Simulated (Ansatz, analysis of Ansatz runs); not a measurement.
**A defect in a sheet: Se_In in monolayer InSe**

We look for the structure, spin, formation energy and gap states of neutral Se_In in monolayer InSe. Model: a cell of 36 host atoms with 1 In taken out and 1 Se put in.

Program: Ansatz 0.2.0. Level of theory: plane-wave PAW DFT, PBEsol and LDA; supercells relaxed in a periodic cell with vacuum, the primitive cell and the final single points with the Coulomb interaction cut along the normal. Results are calculated unless marked as measured.

## Step 1: The structure

The cell holds 36 atoms: 17 In and 19 Se. Its edges and angles: a = 11.988 Å, b = 11.988 Å, c = 38.000 Å, α = 90.0°, β = 90.0°, γ = 120.0°. It derives from InSe (InSe monolayer (from P-6m2)), repeated 3×3×1. Vacuum lies along c. Nearest the centre at fractional (0.333, 0.333, 0.464): Se18 at 0.00 Å, Se4 at 2.64 Å, Se8 at 2.64 Å, Se20 at 2.64 Å, In17 at 2.77 Å, In2 at 4.00 Å, In14 at 4.00 Å, In6 at 4.00 Å.

Structure file:

```xyz
36
Lattice="11.9882 0.0000 0.0000 -5.9941 10.3821 0.0000 0.0000 0.0000 38.0000" Properties=species:S:1:pos:R:3
In    0.0000    0.0000   20.3867
In    0.0000    0.0000   17.6133
Se    1.9980    1.1536   21.6698
Se    1.9980    1.1536   16.3302
In   -1.9980    3.4607   20.3867
In   -1.9980    3.4607   17.6133
Se    0.0000    4.6143   21.6698
Se    0.0000    4.6143   16.3302
In   -3.9961    6.9214   20.3867
In   -3.9961    6.9214   17.6133
Se   -1.9980    8.0750   21.6698
Se   -1.9980    8.0750   16.3302
In    3.9961    0.0000   20.3867
In    3.9961    0.0000   17.6133
Se    5.9941    1.1536   21.6698
Se    5.9941    1.1536   16.3302
In    1.9980    3.4607   20.3867
Se    1.9980    3.4607   17.6133
Se    3.9961    4.6143   21.6698
Se    3.9961    4.6143   16.3302
In    0.0000    6.9214   20.3867
In    0.0000    6.9214   17.6133
Se    1.9980    8.0750   21.6698
Se    1.9980    8.0750   16.3302
In    7.9921    0.0000   20.3867
In    7.9921    0.0000   17.6133
Se    9.9902    1.1536   21.6698
Se    9.9902    1.1536   16.3302
In    5.9941    3.4607   20.3867
In    5.9941    3.4607   17.6133
Se    7.9921    4.6143   21.6698
Se    7.9921    4.6143   16.3302
In    3.9961    6.9214   20.3867
In    3.9961    6.9214   17.6133
Se    5.9941    8.0750   21.6698
Se    5.9941    8.0750   16.3302
```

The cell's shortest repeat is 12.0 Å.

## Step 2: The perfect sheet

One layer is cut from the bulk crystal and relaxed, atoms and in-plane cell, with the Coulomb interaction cut along the normal so that the layer doesn't feel its images.

cell/input.yaml

```yaml
crystal:
  lattice:
    - [4.047329, 0.0, 0.0]
    - [-2.023665, 3.50509, 0.0]
    - [0.0, 0.0, 29.307875]
  atoms:
    - { symbol: In, position: [0.0, 0.0, 0.5476703] }
    - { symbol: In, position: [0.0, 0.0, 0.4523297] }
    - { symbol: Se, position: [0.6666667, 0.3333333, 0.5905537] }
    - { symbol: Se, position: [0.6666667, 0.3333333, 0.4094463] }
  periodic: [true, true, false]
basis:
  ecutwfc: 420
  xc_grid: 2
hamiltonian:
  xc: pbesol
  pseudopotentials: { kind: paw, azcp: { folder: soft_1 }, xc_functional: pbe }
kpoints:
  mp_grid: { grid: [9, 9, 1] }
scf:
  occupations: { method: fermi_dirac, width: 0.02 }
  max_iter: 60
relax:
  f_tol: 0.005
  max_steps: 60
  cell: {}
output:
  forces: true
checkpoint:
  write: "../cell.run"
  compress: false
  write_wavefunctions: false
  write_every: 100000
```

The run is started by

```
$ ansatz run input.yaml --threads 32 --pin off --max-ram 84787MiB --backend cuda --events-out ev --progress --plain --runs-dir out --max-vram 78GiB
```

Numbers of over 12 decimals in the logs are rounded to 6 here.

The program printed:

```text
Warning: crystal.periodic: the lattice vector that does not repeat stood 0.000° off the slab's normal, 29.308 Å along it as the deck builds it. The run solves the slab on a vector along the normal, 34 [...]
crystal.periodic: the lattice vector that does not repeat stood 0.000° off the slab's normal, 29.308 Å along it as the deck builds it. The run solves the slab on a vector along the normal, 34.416 Å lo [...]
Engine: ansatz 0.2.0, aarch64-unknown-linux-gnu
[...]
Pseudopotential: In, paw, valence charge 13, recommended cutoff 420 eV (normal), soft_1/In.paw.azcp
Pseudopotential: Se, paw, valence charge 16, recommended cutoff 420 eV (normal), soft_1/Se.paw.azcp
Functional definition: PBEsol
[...]
Crystal: 4 atoms, lattice volume = 488.230 Å³
Basis set: ecut = 420 eV, 9547 PW (Γ), exchange–correlation on 60×60×480 points (8 copies of the dense FFT grid, shifted against one another)
Bands: 35, of which v1, the nominal top of the filled ones, is band 29 counted from 1 (28 counted from 0)
[...]
Space group: P-6m2 (ITA 187), of the structure as read, at distance tolerance 7.9e-5 Å
[...]
basis re-selected at this cell: Δ(F+E_penalty+E_count) = +2.741e-4 eV, ΔP = -0.000 N/m vs the last step (what re-selecting the basis moved, of the pressure what is left beyond the Pulay correction tha [...]
SCF converged after 6 iterations
Free energy (F): -21901.256099 eV
[...]
Fermi energy:    -5.160242 eV
--- Per-component energies (eV) ---
[...]
--- Forces (eV/Å), atoms counted from 1 ---
[...]
--- 2D stress c σ (N/m, compression-positive) ---
[...]
P = ½ c Tr σ = -0.0010 N/m
--- Band table (eV; the first three rows and the last of 12) ---
[...]
--- Relaxed structure (5 steps of the walk, 4 accepted, 1 SCFs on fresh bases) ---
[...]
```

Wall time 4.4 s (1 × NVIDIA GB200 with 32 threads of Arm Neoverse V2, shared host); peak memory 1.1 GiB; 27 s of CPU time.

The in-plane vectors went from 4.047 and 4.047 Å, as in the bulk, to 3.996 and 3.996 Å; the layer is 5.34 Å thick between its outer atoms.

## Step 3: Does the sheet stay flat and symmetric?

The defect-free supercell is relaxed from atoms displaced by 0.08 Å at random. A buckling or a charge-density wave of the sheet itself would otherwise be counted to the defect.

pristine.relax/input.yaml

```yaml
crystal:
  lattice:
    - [11.9881958849, 8.551e-07, 0.0]
    - [-5.9940986829, 10.3820817543, 0.0]
    - [0.0, 0.0, 17.0]
  atoms:
    - { symbol: In, position: [0.0, 0.0, 0.5815685573] }
    - { symbol: In, position: [0.0, 0.0, 0.4184314427] }
    - { symbol: Se, position: [0.2222222222, 0.1111111111, 0.6570466163] }
    - { symbol: Se, position: [0.2222222222, 0.1111111111, 0.3429533837] }
[... 26 atom lines left out ...]
    - { symbol: Se, position: [0.8888888889, 0.4444444444, 0.6570466163] }
    - { symbol: Se, position: [0.8888888889, 0.4444444444, 0.3429533837] }
    - { symbol: In, position: [0.6666666667, 0.6666666667, 0.5815685573] }
    - { symbol: In, position: [0.6666666667, 0.6666666667, 0.4184314427] }
    - { symbol: Se, position: [0.8888888889, 0.7777777778, 0.6570466163] }
    - { symbol: Se, position: [0.8888888889, 0.7777777778, 0.3429533837] }
basis:
  ecutwfc: 420
  xc_grid: 2
hamiltonian:
  xc: pbesol
  pseudopotentials: { kind: paw, azcp: { folder: soft_1 }, xc_functional: pbe }
kpoints:
  mp_grid: { grid: [2, 2, 1] }
scf:
  occupations: { method: fermi_dirac, width: 0.01 }
  max_iter: 60
output:
  forces: true
relax:
  f_tol: 0.015
  max_steps: 100
  random_displacement: { amplitude: 0.08, seed: 846 }
```

The program printed:

```text
[...]
Crystal: 36 atoms, lattice volume = 2115.861 Å³
Basis set: ecut = 420 eV, 41259 PW (Γ), exchange–correlation on 162×162×240 points (8 copies of the dense FFT grid, shifted against one another)
Bands: 314, of which v1, the nominal top of the filled ones, is band 261 counted from 1 (260 counted from 0)
[...]
k-points: 4
[...]
SCF iter   2: F=—  HF=-197110.705685 eV  |F-HF|=—  |Δ(HF+E_count)|=   1.03e-1  Δρ=2.19e-3  dr2=7.71e-2  ethr=8.50e-5  ⟨swp⟩=3.2  Hψ=1392  notcnv=0  defer=179
[...]
SCF iter   7: F=-197110.693307 eV  HF=-197110.693309 eV  |F-HF|=2.12e-6  |Δ(HF+E_count)|=   9.36e-6  Δρ=1.67e-5  dr2=9.28e-6  ethr=1.92e-8  ⟨swp⟩=2.5  Hψ=3493  notcnv=0
SCF 2 converged in 7 iterations: F = -197110.693307 eV  dr2 = 9.28e-6
[...]
SCF 5 converged in 6 iterations: F = -197111.240490 eV  dr2 = 5.53e-8
[...]
relax step   5: F+E_penalty+E_count = -197111.24049032 eV  Δ(F+E_penalty+E_count) = -7.693e-4 eV  max|allowed force component| = 1.905e-3 eV/Å  Δτ_max = 0.0092 Å  (6 SCF iters, accepted)
SCF converged after 6 iterations
[...]
--- Relaxed structure (5 steps of the walk, 5 accepted, 0 SCFs on fresh bases) ---
[...]
```

Elapsed: 4.7 s, on 1 × NVIDIA GB200 with 32 threads; peak memory 1.5 GiB.

A first try of the k-points missed the dense mesh's energy by 90 meV an atom, so the mesh was refined. At a 2×2×1 Γ-centred mesh the symmetric supercell lies within 2 meV an atom of the primitive cell's dense mesh.

It returns to the energy of the symmetric cell, so the symmetric sheet is kept as the host.

## Step 4: Band edges against the vacuum level

With the interaction cut along the normal, the potential far from the sheet is the zero of energy, so band edges and defect states of different cells share one scale, as long as a cell has no dipole along the normal.

host/input.yaml

```yaml
crystal:
  lattice:
    - [3.996065295, 2.85e-07, 0.0]
    - [-1.9980328943, 3.4606939181, 0.0]
    - [0.0, 0.0, 38.0]
  atoms:
    - { symbol: In, position: [0.0, 0.0, 0.5364911967] }
    - { symbol: In, position: [0.0, 0.0, 0.4635088033] }
    - { symbol: Se, position: [0.6666666667, 0.3333333333, 0.5702576967] }
    - { symbol: Se, position: [0.6666666667, 0.3333333333, 0.4297423033] }
  periodic: [true, true, false]
basis:
  ecutwfc: 420
  xc_grid: 2
hamiltonian:
  xc: pbesol
  pseudopotentials: { kind: paw, azcp: { folder: soft_1 }, xc_functional: pbe }
kpoints:
  mp_grid: { grid: [6, 6, 1] }
  band_path: { path: [VBM, CBM], npoints: 1 }
scf:
  occupations: { method: fixed }
  max_iter: 60
output:
  forces: true
  eigenvalues: true
  write_potential: true
  volumetric_format: npy
```

The program printed:

```text
[...]
Crystal: 4 atoms, lattice volume = 525.508 Å³
Basis set: ecut = 420 eV, 10327 PW (Γ), exchange–correlation on 54×54×512 points (8 copies of the dense FFT grid, shifted against one another)
Bands: 35, of which v1, the nominal top of the filled ones, is band 29 counted from 1 (28 counted from 0)
[...]
k-points: 7 of 36 (time reversal used)
[...]
SCF iter   9: F=—  HF=-21901.248932 eV  |F-HF|=—  |Δ(HF+E_count)|=   4.99e-7  Δρ=5.18e-6  dr2=1.51e-7  ethr=1.78e-9  ⟨swp⟩=2.7  Hψ=494  notcnv=0  defer=28
SCF iter  10: F=-21901.248932 eV  HF=-21901.248932 eV  |F-HF|=3.38e-9  |Δ(HF+E_count)|=   6.22e-8  Δρ=9.40e-7  dr2=4.46e-9  ethr=1.72e-10  ⟨swp⟩=29.1  Hψ=3120  notcnv=0
SCF 1 converged in 10 iterations: F = -21901.248932 eV  dr2 = 4.46e-9
[...]
WARN: The output density's exchange-correlation potential varies sharply where the density is thin. Do not read a vacuum level from v_tot or v_xc, or from such a field of the output density. On a cell [...]
SCF converged after 10 iterations
Free energy (F): -21901.248932 eV
[...]
Fermi energy:    -6.003783 eV
[...]
--- Forces (eV/Å), atoms counted from 1 ---
[...]
--- Band table (eV; the first three rows and the last of 7) ---
[...]
```

The job ended after 2.6 s (1 × NVIDIA GB200 with 32 threads; peak memory 1.4 GiB).

No search for the edges ended, so they are those of this mesh alone, and the true gap can be smaller. The valence top lies 6.00 eV and the conduction bottom 4.36 eV below the vacuum level: a gap of 1.65 eV.

(Continued in part 2 of 3.)

[Logs are printed without paths, hosts, clocks, repeated set-up lines and the standing remarks that a program may print on its own settings, such as how far it seeks lower states.]

[Hosts, paths, dates, database ids (printed as entryN), source tags and the programs' standing remarks are cut or masked in the printed files.]

[Maps of the electrostatic potential energy from Ansatz leave out the sawtooth potential of an applied field or a dipole correction, so their vacuum need not be flat.]
